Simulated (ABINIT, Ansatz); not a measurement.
# CdS (Hawleyite): G0W0 with ABINIT, start to end, part 2 of 3

Aim: the G0W0 gap of CdS (Hawleyite) on PBE, step by step.

ABINIT 10.8.3; PBE and many-body steps on it, plane waves. Known limits of the many-body steps: short of the basis limit; no spin-orbit coupling; coarse k mesh.

So far. Step 2 (Ground state): The gap is direct, at Γ.

**3. Bands along the symmetry lines**

Level of this step: DFT, PBE, plane waves, norm-conserving pseudopotentials (ABINIT).

Levels along a band path, at the cheap level, show where the edges lie and whether the meshes to come will hold them.

The input, run.abi:

```
acell 3*1.0 Angstrom
rprim 
  -0.000000000000 2.916500000000 2.916500000000
  2.916500000000 -0.000000000000 2.916500000000
  2.916500000000 2.916500000000 -0.000000000000
ntypat 2
znucl 48 16
natom 2
typat 1 2
xred 
  0.000000000000 0.000000000000 0.000000000000
  0.250000000000 0.250000000000 0.250000000000
pp_dirpath "pseudos"
pseudos "Cd.upf, S.upf"
ecut 47
iscf -2
irdden 1
kptopt 0
nkpt 50
kpt 
  0.00000000 0.00000000 0.00000000
  -0.06250000 -0.06250000 0.00000000
  -0.12500000 -0.12500000 0.00000000
  -0.18750000 -0.18750000 0.00000000
  -0.25000000 -0.25000000 0.00000000
  -0.31250000 -0.31250000 0.00000000
  -0.37500000 -0.37500000 0.00000000
  -0.43750000 -0.43750000 0.00000000
  -0.50000000 -0.50000000 0.00000000
  -0.48437500 -0.48437500 0.03125000
  -0.46875000 -0.46875000 0.06250000
  -0.45312500 -0.45312500 0.09375000
  -0.43750000 -0.43750000 0.12500000
  -0.42187500 -0.42187500 0.15625000
  -0.40625000 -0.40625000 0.18750000
  -0.39062500 -0.39062500 0.21875000
  -0.37500000 -0.37500000 0.25000000
  -0.37500000 0.00000000 0.37500000
  -0.32812500 0.00000000 0.32812500
  -0.28125000 0.00000000 0.28125000
  -0.23437500 0.00000000 0.23437500
  -0.18750000 0.00000000 0.18750000
  -0.14062500 0.00000000 0.14062500
  -0.09375000 0.00000000 0.09375000
  -0.04687500 0.00000000 0.04687500
  0.00000000 0.00000000 0.00000000
  0.00000000 0.00000000 0.06250000
  0.00000000 0.00000000 0.12500000
  0.00000000 0.00000000 0.18750000
  0.00000000 0.00000000 0.25000000
  0.00000000 0.00000000 0.31250000
  0.00000000 0.00000000 0.37500000
  0.00000000 0.00000000 0.43750000
  0.00000000 0.00000000 0.50000000
  -0.06250000 -0.03125000 0.46875000
  -0.12500000 -0.06250000 0.43750000
  -0.18750000 -0.09375000 0.40625000
  -0.25000000 -0.12500000 0.37500000
  -0.31250000 -0.15625000 0.34375000
  -0.37500000 -0.18750000 0.31250000
  -0.43750000 -0.21875000 0.28125000
  -0.50000000 -0.25000000 0.25000000
  -0.50000000 -0.28125000 0.21875000
  -0.50000000 -0.31250000 0.18750000
  -0.50000000 -0.34375000 0.15625000
  -0.50000000 -0.37500000 0.12500000
  -0.50000000 -0.40625000 0.09375000
  -0.50000000 -0.43750000 0.06250000
  -0.50000000 -0.46875000 0.03125000
  -0.50000000 -0.50000000 0.00000000
istwfk *1
nband 20
nbdbuf 2
tolwfr 1e-08
nstep 40
prtwf 0
prtvol 0
indata_prefix "in"
outdata_prefix "out"
tmpdata_prefix "tmp"
```

Command:

```
OMP_NUM_THREADS=1 mpirun -n 4 abinit run.abi > log
```

Log:

```text
.Version 10.8.3 of ABINIT. v10.8.2 released Aug 2026.

 Symmetries : space group F-4 3 m (#216); Bravais cF (face-center cubic)
[... echo of the input left out ...]
== DATASET  1 ==================================================================
-   mpi_nproc: 4, omp_nthreads: 1 (-1 if OMP is not activated)

--- !DatasetInfo
iteration_state: {dtset: 1, }
dimensions: {natom: 2, nkpt: 50, mband: 20, nsppol: 1, nspinor: 1, nspden: 1, mpw: 5180, }
cutoff_energies: {ecut:  47.0, pawecutdg:  -1.0, }
electrons: {nelect:   2.60000000E+01, charge:   0.00000000E+00, occopt:   1.00000000E+00, tsmear:   1.00000000E-02, }

 Real(R)+Recip(G) space primitive vectors, cartesian coordinates (Bohr,Bohr^-1):
 R(1)=  0.0000000  5.5113862  5.5113862  G(1)= -0.0907213  0.0907213  0.0907213
 R(2)=  5.5113862  0.0000000  5.5113862  G(2)=  0.0907213 -0.0907213  0.0907213
 R(3)=  5.5113862  5.5113862  0.0000000  G(3)=  0.0907213  0.0907213 -0.0907213
 Unit cell volume ucvol=  3.3482088E+02 bohr^3
 Angles (23,13,12)=  6.00000000E+01  6.00000000E+01  6.00000000E+01 degrees

 getcut: wavevector=  0.0000  0.0000  0.0000  ngfft=  50  50  50
         ecut(hartree)=     47.000   => boxcut(ratio)=   2.07948

--- Pseudopotential description ------------------------------------------------
- Cd Generated using ONCVPSP code by D. R. Hamann
- 48.00000  20.00000  171031                  znucl, zion, pspdat
12 -101130 2 -1 1368                          pspcod,pspxc,lmax,lloc,mmax
     nproj     2     2     2
  pspatm : epsatm=   23.16453630
         --- l  ekb(1:nproj) -->
             0   51.917189    3.534234
             1    8.636196    1.282240
             2    0.687672   -0.678465
 pspatm: atomic psp has been read  and splines computed

- S Generated using ONCVPSP code by D. R. Hamann
- 16.00000   6.00000  171031                  znucl, zion, pspdat
12 -101130 2 -1 1146                          pspcod,pspxc,lmax,lloc,mmax
     nproj     2     2     2
  pspatm : epsatm=    9.01821529
         --- l  ekb(1:nproj) -->
[...]
pspatm: atomic psp has been read  and splines computed

--------------------------------------------------------------------------------

================================================================================
 prteigrs : about to open file out_EIG
 Non-SCF case, kpt    1 (  0.00000  0.00000  0.00000), residuals and eigenvalues=
  2.71E-09  8.13E-10  6.41E-09  9.42E-09  9.50E-09  1.53E-09  2.58E-09  6.69E-09
  1.68E-09  7.04E-09  1.61E-09  3.16E-09  8.68E-09  4.34E-09  2.24E-09  2.33E-09
  3.32E-09  9.32E-09  1.44E-08  6.84E-09
 -3.5644E+00 -2.1335E+00 -2.1335E+00 -2.1335E+00 -2.9393E-01 -1.2336E-01
 -1.2336E-01 -1.2336E-01 -1.0576E-01 -1.0576E-01  1.6045E-01  1.6045E-01
  1.6045E-01  2.0252E-01  4.0047E-01  4.0047E-01  4.0047E-01  5.7871E-01
  5.7871E-01  5.8125E-01
 Non-SCF case, kpt    2 ( -0.06250 -0.06250  0.00000), residuals and eigenvalues=
[...]
8.63E-09  9.21E-09  5.08E-07  7.14E-09
[...]
5.7949E-01  5.9359E-01
 Non-SCF case, kpt    3 ( -0.12500 -0.12500  0.00000), residuals and eigenvalues=
[...]
9.82E-09  5.91E-09  7.00E-07  2.45E-05
[...]
5.8178E-01  6.2573E-01
[...]
Non-SCF case, kpt   49 ( -0.50000 -0.46875  0.03125), residuals and eigenvalues=
[...]
6.0945E-01  6.4764E-01
 Non-SCF case, kpt   50 ( -0.50000 -0.50000  0.00000), residuals and eigenvalues=
[...]
-1.1053E-01 -1.1053E-01 -1.0256E-01 -8.9412E-02  1.5419E-02  9.1543E-02
  9.1543E-02  2.9122E-01  3.2049E-01  4.9848E-01  5.5635E-01  5.5635E-01
  6.0497E-01  6.4777E-01

--- !ResultsGS
iteration_state: {dtset: 1, }
comment   : Summary of ground state results
lattice_vectors:
- [ -0.0000000,   5.5113862,   5.5113862, ]
- [  5.5113862,  -0.0000000,   5.5113862, ]
- [  5.5113862,   5.5113862,  -0.0000000, ]
lattice_lengths: [   7.79428,    7.79428,    7.79428, ]
lattice_angles: [ 60.000,  60.000,  60.000, ] # degrees, (23, 13, 12)
lattice_volume:   3.3482088E+02
convergence: {deltae:  0.000E+00, res2:  0.000E+00, residm:  9.999E-09, diffor:  0.000E+00, }
etotal    :  -1.86417562E+02
entropy   :   0.00000000E+00
fermie    :   1.60449132E-01
cartesian_stress_tensor: null
pressure_GPa: null
xred      :
- [  0.0000E+00,   0.0000E+00,   0.0000E+00, Cd]
- [  2.5000E-01,   2.5000E-01,   2.5000E-01,  S]
cartesian_forces: null
force_length_stats: {min: null, max: null, mean: null, }

 Integrated electronic density in atomic spheres:
 ------------------------------------------------
 Atom  Sphere_radius  Integrated_density
[...]
================================================================================

 ----iterations are completed or convergence reached----

 Mean square residual over all n,k,spin=   49.830E-10; max=  99.989E-10
 reduced coordinates (array xred) for    2 atoms
       0.000000      0.000000      0.000000
       0.250000      0.250000      0.250000

 cartesian coordinates (angstrom) at end:
[...]
length scales=  1.889726  1.889726  1.889726 bohr
              =  1.000000  1.000000  1.000000 angstroms
 prteigrs : about to open file out_EIG
 Eigenvalues (hartree) for nkpt=  50  k points:
 kpt#   1, nband= 20, wtk=  1.00000, kpt=  0.0000  0.0000  0.0000 (reduced coord)
[...]
kpt#   2, nband= 20, wtk=  1.00000, kpt= -0.0625 -0.0625  0.0000 (reduced coord)
[...]
kpt#   3, nband= 20, wtk=  1.00000, kpt= -0.1250 -0.1250  0.0000 (reduced coord)
[...]
kpt#  49, nband= 20, wtk=  1.00000, kpt= -0.5000 -0.4687  0.0313 (reduced coord)
[...]
0.54874    0.55682    0.60945    0.64764
 kpt#  50, nband= 20, wtk=  1.00000, kpt= -0.5000 -0.5000  0.0000 (reduced coord)
  -3.56438   -2.13353   -2.13352   -2.13352   -0.27338   -0.11552   -0.11053   -0.11053
  -0.10256   -0.08941    0.01542    0.09154    0.09154    0.29122    0.32049    0.49848
   0.55635    0.55635    0.60497    0.64777

== END DATASET(S) ==============================================================
================================================================================

 -outvars: echo values of variables after computation  --------
            nband          20
             nkpt          50
          spgroup         216
 [... the other variables as echoed above ...]

 Calculation completed.
```

Wall time 24 s (4 MPI ranks of Intel Xeon Platinum 8488C (Sapphire Rapids), shared host); peak memory 0.39 GiB; 95 s of CPU time.

This step gave:

- gap: 1.145 eV
- k of the valence top: 0, 0, 0
- k of the conduction bottom: 0, 0, 0
- least direct gap: 1.145 eV

The gap is 1.145 eV, as in the run before at this level.

Electronic bands along the path, in eV, zero at the top of the highest filled band:

| point | band 10 | band 11 | band 12 | band 13 | band 14 | band 15 | band 16 | band 17 |
| --- | --- | --- | --- | --- | --- | --- | --- | --- |
| Γ | -7.24 | 0.00 | 0.00 | 0.00 | 1.14 | 6.53 | 6.53 | 6.53 |
| halfway | -7.20 | -2.31 | -1.02 | -1.02 | 3.59 | 4.82 | 8.12 | 8.12 |
| X | -6.80 | -3.95 | -1.88 | -1.88 | 3.56 | 4.35 | 9.20 | 10.77 |
| halfway | -6.74 | -3.94 | -2.15 | -1.78 | 3.85 | 4.66 | 8.94 | 10.01 |
| U | -6.67 | -3.93 | -2.53 | -1.52 | 4.24 | 5.45 | 8.48 | 9.01 |
| jump to K | -6.67 | -3.93 | -2.53 | -1.52 | 4.24 | 5.45 | 8.48 | 9.01 |
| halfway | -7.19 | -2.75 | -1.36 | -0.42 | 3.61 | 6.10 | 6.75 | 7.27 |
| Γ | -7.24 | 0.00 | 0.00 | 0.00 | 1.14 | 6.53 | 6.53 | 6.53 |
| halfway | -7.24 | -2.49 | -0.40 | -0.40 | 2.78 | 6.28 | 7.03 | 7.03 |
| L | -6.86 | -4.39 | -0.75 | -0.75 | 3.01 | 7.00 | 7.00 | 7.46 |
| halfway | -6.75 | -4.11 | -1.93 | -1.22 | 4.38 | 5.81 | 7.21 | 8.35 |
| W | -6.61 | -3.89 | -2.26 | -2.18 | 5.42 | 5.43 | 7.23 | 8.04 |
| halfway | -6.70 | -3.92 | -2.08 | -2.03 | 4.26 | 4.83 | 8.67 | 8.94 |
| X | -6.80 | -3.95 | -1.88 | -1.88 | 3.56 | 4.35 | 9.20 | 10.77 |

**4. Empty states on the mesh, 4×4×4 mesh, 137 bands**

The sums over transitions need many empty states on a uniform mesh; this step solves for them.

The input, run.abi:

```
acell 3*1.0 Angstrom
rprim 
  -0.000000000000 2.916500000000 2.916500000000
  2.916500000000 -0.000000000000 2.916500000000
  2.916500000000 2.916500000000 -0.000000000000
ntypat 2
znucl 48 16
natom 2
typat 1 2
xred 
  0.000000000000 0.000000000000 0.000000000000
  0.250000000000 0.250000000000 0.250000000000
pp_dirpath "pseudos"
pseudos "Cd.upf, S.upf"
ecut 47
ngkpt 4 4 4
nshiftk 1
shiftk 0 0 0
kptopt 1
chksymbreak 0
iscf -2
irdden 1
istwfk *1
nband 137
nbdbuf 12
tolwfr 1e-09
nstep 60
prtvol 0
indata_prefix "in"
outdata_prefix "out"
tmpdata_prefix "tmp"
```

Log:

```text
.Version 10.8.3 of ABINIT. v10.8.2 released Aug 2026.

 Symmetries : space group F-4 3 m (#216); Bravais cF (face-center cubic)
[... echo of the input left out ...]
== DATASET  1 ==================================================================
-   mpi_nproc: 4, omp_nthreads: 1 (-1 if OMP is not activated)

--- !DatasetInfo
iteration_state: {dtset: 1, }
dimensions: {natom: 2, nkpt: 8, mband: 137, nsppol: 1, nspinor: 1, nspden: 1, mpw: 5180, }
cutoff_energies: {ecut:  47.0, pawecutdg:  -1.0, }
electrons: {nelect:   2.60000000E+01, charge:   0.00000000E+00, occopt:   1.00000000E+00, tsmear:   1.00000000E-02, }

 Real(R)+Recip(G) space primitive vectors, cartesian coordinates (Bohr,Bohr^-1):
 R(1)=  0.0000000  5.5113862  5.5113862  G(1)= -0.0907213  0.0907213  0.0907213
 R(2)=  5.5113862  0.0000000  5.5113862  G(2)=  0.0907213 -0.0907213  0.0907213
 R(3)=  5.5113862  5.5113862  0.0000000  G(3)=  0.0907213  0.0907213 -0.0907213
 Unit cell volume ucvol=  3.3482088E+02 bohr^3
 Angles (23,13,12)=  6.00000000E+01  6.00000000E+01  6.00000000E+01 degrees

 getcut: wavevector=  0.0000  0.0000  0.0000  ngfft=  50  50  50
         ecut(hartree)=     47.000   => boxcut(ratio)=   2.07948

--- Pseudopotential description ------------------------------------------------
- Cd Generated using ONCVPSP code by D. R. Hamann
- 48.00000  20.00000  171031                  znucl, zion, pspdat
12 -101130 2 -1 1368                          pspcod,pspxc,lmax,lloc,mmax
     nproj     2     2     2
  pspatm : epsatm=   23.16453630
         --- l  ekb(1:nproj) -->
             0   51.917189    3.534234
             1    8.636196    1.282240
             2    0.687672   -0.678465
 pspatm: atomic psp has been read  and splines computed

- S Generated using ONCVPSP code by D. R. Hamann
- 16.00000   6.00000  171031                  znucl, zion, pspdat
12 -101130 2 -1 1146                          pspcod,pspxc,lmax,lloc,mmax
     nproj     2     2     2
  pspatm : epsatm=    9.01821529
         --- l  ekb(1:nproj) -->
[...]
pspatm: atomic psp has been read  and splines computed

--------------------------------------------------------------------------------

================================================================================
 prteigrs : about to open file out_EIG
 Non-SCF case, kpt    1 (  0.00000  0.00000  0.00000), residuals and eigenvalues=
  4.76E-10  3.19E-10  2.65E-10  5.73E-10  8.69E-10  1.52E-10  2.79E-10  8.85E-10
  2.14E-10  6.00E-10  1.02E-10  2.74E-10  9.05E-10  1.50E-10  2.47E-10  4.31E-10
  7.35E-10  4.10E-10  8.83E-10  5.71E-10  6.67E-11  2.67E-10  5.58E-10  3.90E-10
[...]
1.47E-04
 -3.5644E+00 -2.1335E+00 -2.1335E+00 -2.1335E+00 -2.9393E-01 -1.2336E-01
 -1.2336E-01 -1.2336E-01 -1.0576E-01 -1.0576E-01  1.6045E-01  1.6045E-01
  1.6045E-01  2.0252E-01  4.0047E-01  4.0047E-01  4.0047E-01  5.7871E-01
[...]
3.3133E+00  3.3912E+00  3.4632E+00  3.4632E+00  3.4632E+00  3.5910E+00
  3.5910E+00  3.5910E+00  3.6716E+00  3.6717E+00  3.6717E+00  3.6985E+00
  3.6985E+00  3.7023E+00  3.7155E+00  3.7174E+00  3.7253E+00
 prteigrs : prtvol=0 or 1, do not print more k-points.

--- !ResultsGS
iteration_state: {dtset: 1, }
comment   : Summary of ground state results
lattice_vectors:
- [ -0.0000000,   5.5113862,   5.5113862, ]
- [  5.5113862,  -0.0000000,   5.5113862, ]
- [  5.5113862,   5.5113862,  -0.0000000, ]
lattice_lengths: [   7.79428,    7.79428,    7.79428, ]
lattice_angles: [ 60.000,  60.000,  60.000, ] # degrees, (23, 13, 12)
lattice_volume:   3.3482088E+02
convergence: {deltae:  0.000E+00, res2:  0.000E+00, residm:  9.971E-10, diffor:  0.000E+00, }
etotal    :  -1.86417562E+02
entropy   :   0.00000000E+00
fermie    :   1.60449132E-01
cartesian_stress_tensor: null
pressure_GPa: null
xred      :
- [  0.0000E+00,   0.0000E+00,   0.0000E+00, Cd]
- [  2.5000E-01,   2.5000E-01,   2.5000E-01,  S]
cartesian_forces: null
force_length_stats: {min: null, max: null, mean: null, }

 Integrated electronic density in atomic spheres:
 ------------------------------------------------
 Atom  Sphere_radius  Integrated_density
[...]
================================================================================

 ----iterations are completed or convergence reached----

 Mean square residual over all n,k,spin=   45.546E-11; max=  99.713E-11
 reduced coordinates (array xred) for    2 atoms
       0.000000      0.000000      0.000000
       0.250000      0.250000      0.250000

 cartesian coordinates (angstrom) at end:
    1      0.000000     0.000000     0.000000
    2      1.458250     1.458250     1.458250
 length scales=  1.889726  1.889726  1.889726 bohr
              =  1.000000  1.000000  1.000000 angstroms
 prteigrs : about to open file out_EIG
 Eigenvalues (hartree) for nkpt=   8  k points:
 kpt#   1, nband=137, wtk=  0.01563, kpt=  0.0000  0.0000  0.0000 (reduced coord)
[...]
3.31331    3.39122    3.46317    3.46317    3.46317    3.59098    3.59098    3.59098
   3.67159    3.67166    3.67172    3.69848    3.69854    3.70227    3.71550    3.71744
   3.72528
 prteigrs : prtvol=0 or 1, do not print more k-points.

== END DATASET(S) ==============================================================
================================================================================

 -outvars: echo values of variables after computation  --------
            nband         137
             nkpt           8
          spgroup         216
 [... the other variables as echoed above ...]

 Calculation completed.
```

It took 53 s on 4 MPI ranks; peak memory 0.43 GiB; 3.5 min of CPU time.

Numbers from this step:

| Quantity | Value |
| --- | --- |
| gap | 1.145 eV |
| k of the valence top | 0, 0, 0 |
| k of the conduction bottom | 0, 0, 0 |
| least direct gap | 1.145 eV |
| k points computed | 8 |
| lowest point of the top converged band, above the valence top | 89.8716 eV |

On this mesh the gap is 1.145 eV.

**5. Screening, 4×4×4 mesh, 125 bands, screening to 176.9 eV**

The RPA dielectric matrix is built and inverted for each q.

This step: RPA screening on PBE, plane waves, norm-conserving pseudopotentials.

Edit run.abi of step 4 so:

```diff
@@ -20,10 +20,11 @@
 chksymbreak 0
-iscf -2
-irdden 1
 istwfk *1
-nband 137
-nbdbuf 12
-tolwfr 1e-09
-nstep 60
-prtvol 0
+occopt 1
+irdwfk 1
+optdriver 3
+nband 125
+ecuteps 6.5
+inclvkb 2
+awtr 1
+symchi 1
 indata_prefix "in"
```

Log:

```text
.Version 10.8.3 of ABINIT. v10.8.2 released Aug 2026.

 Symmetries : space group F-4 3 m (#216); Bravais cF (face-center cubic)
[... echo of the input left out ...]
== DATASET  1 ==================================================================
-   mpi_nproc: 4, omp_nthreads: 1 (-1 if OMP is not activated)

--- !DatasetInfo
iteration_state: {dtset: 1, }
dimensions: {natom: 2, nkpt: 8, mband: 125, nsppol: 1, nspinor: 1, nspden: 1, mpw: 5180, }
cutoff_energies: {ecut:  47.0, pawecutdg:  -1.0, }
electrons: {nelect:   2.60000000E+01, charge:   0.00000000E+00, occopt:   1.00000000E+00, tsmear:   1.00000000E-02, }

 SCREENING: Calculation of the susceptibility and dielectric matrices

 Based on a program developped by R.W. Godby, V. Olevano, G. Onida, and L. Reining.
 Incorporated in ABINIT by V. Olevano, G.-M. Rignanese, and M. Torrent.
.Using double precision arithmetic ; gwpc =  8

[... cell and pseudopotentials left out ...]
--------------------------------------------------------------------------------

 ==== K-mesh for the wavefunctions ====
 Number of points in the irreducible wedge :     8
[... list of points left out ...]
 Together with 24 symmetry operations and time-reversal symmetry
 yields    64 points in the full Brillouin Zone.

 ==== Q-mesh for the screening function ====
 Number of points in the irreducible wedge :     8
[... list of points left out ...]
 Together with 24 symmetry operations and time-reversal symmetry
 yields    64 points in the full Brillouin Zone.

 setmesh: FFT mesh size selected  =    36x   36x   36
          total number of points  =        46656

 vcoul_init : cutoff-mode = AUXILIARY_FUNCTION
 q-points for optical limit:   1
     1)      0.000010    0.000020    0.000030

- screening: taking advantage of time-reversal symmetry
- Maximum band index for partially occupied states nbvw = 13
- Remaining bands to be divided among processors   nbcw = 112
- Number of bands treated by each node ~28

 Number of electrons calculated from density =   26.0000; Expected =   26.0000
 average of density, n =  0.077653
 r_s =    1.4541
 omega_plasma =   26.8804 [eV]

 calculating chi0 at frequencies [eV] :
  1    0.000000E+00    0.000000E+00
  2    0.000000E+00    2.688042E+01

--------------------------------------------------------------------------------
  q-point number  1        q = ( 0.000000, 0.000000, 0.000000) [r.l.u.]
--------------------------------------------------------------------------------
[... chi0 elements left out ...]
 For q-point:  0.000010 0.000020 0.000030
  dielectric constant =  11.0695
  dielectric constant without local fields =  11.7782

  Average fulfillment of the sum rule on Im[epsilon] for q-point    1 :     68.39  [%]
[... wings left out ...]
  q-point number  2        q = ( 0.250000, 0.000000, 0.000000) [r.l.u.]
--------------------------------------------------------------------------------
[... chi0 elements left out ...]
  Average fulfillment of the sum rule on Im[epsilon] for q-point    2 :     79.76  [%]

 [... 6 further q-points ...]
```

Wall time 58 s (4 MPI ranks); peak memory 1.5 GiB.

Read from the output:

* ε∞ with local fields, on this mesh: 11.07
* ε∞ without local fields, on this mesh: 11.78
* plasma frequency: 26.88 eV
* plane waves in the screening matrix: 283

Local fields lower ε∞ by 6 %. On a Γ-centred mesh this coarse the value itself is usually too large, while a short band sum pulls it down.

(Continued in part 3 of 3.)

[Long decimals in the printed logs are rounded to 6 places.]

[Logs are printed without paths, hosts, clocks, repeated set-up lines and the standing remarks that a program may print on its own settings, such as how far it seeks lower states.]

[Paths, hosts, dates, memory and timing lines, banners, echoed tables and standing remarks are left out of the program output; an Ansatz launch command may be rebuilt from the run's recorded settings. Measured values are a selection of at most five: reports struck by readers or far from the other reports are left out. None is set beside runs whose start may be inverted or whose files or cutoffs have a known fault.]

[Runs of the session that timed out or met a known fault of the program may be left out.]

[Hosts, paths, dates, database ids (printed as entryN), source tags and the programs' standing remarks are cut or masked in the printed files.]

[G0W0 gaps are taken among the corrected bands and points alone; a level outside them can change the order at an edge.]

[Where Ansatz stands beside ABINIT at settings called matched, ABINIT's density can come from a denser mesh and the files from another edition; pairs whose starting gaps differed by over 0.03 eV were left out, so agreement reads better than it is.]
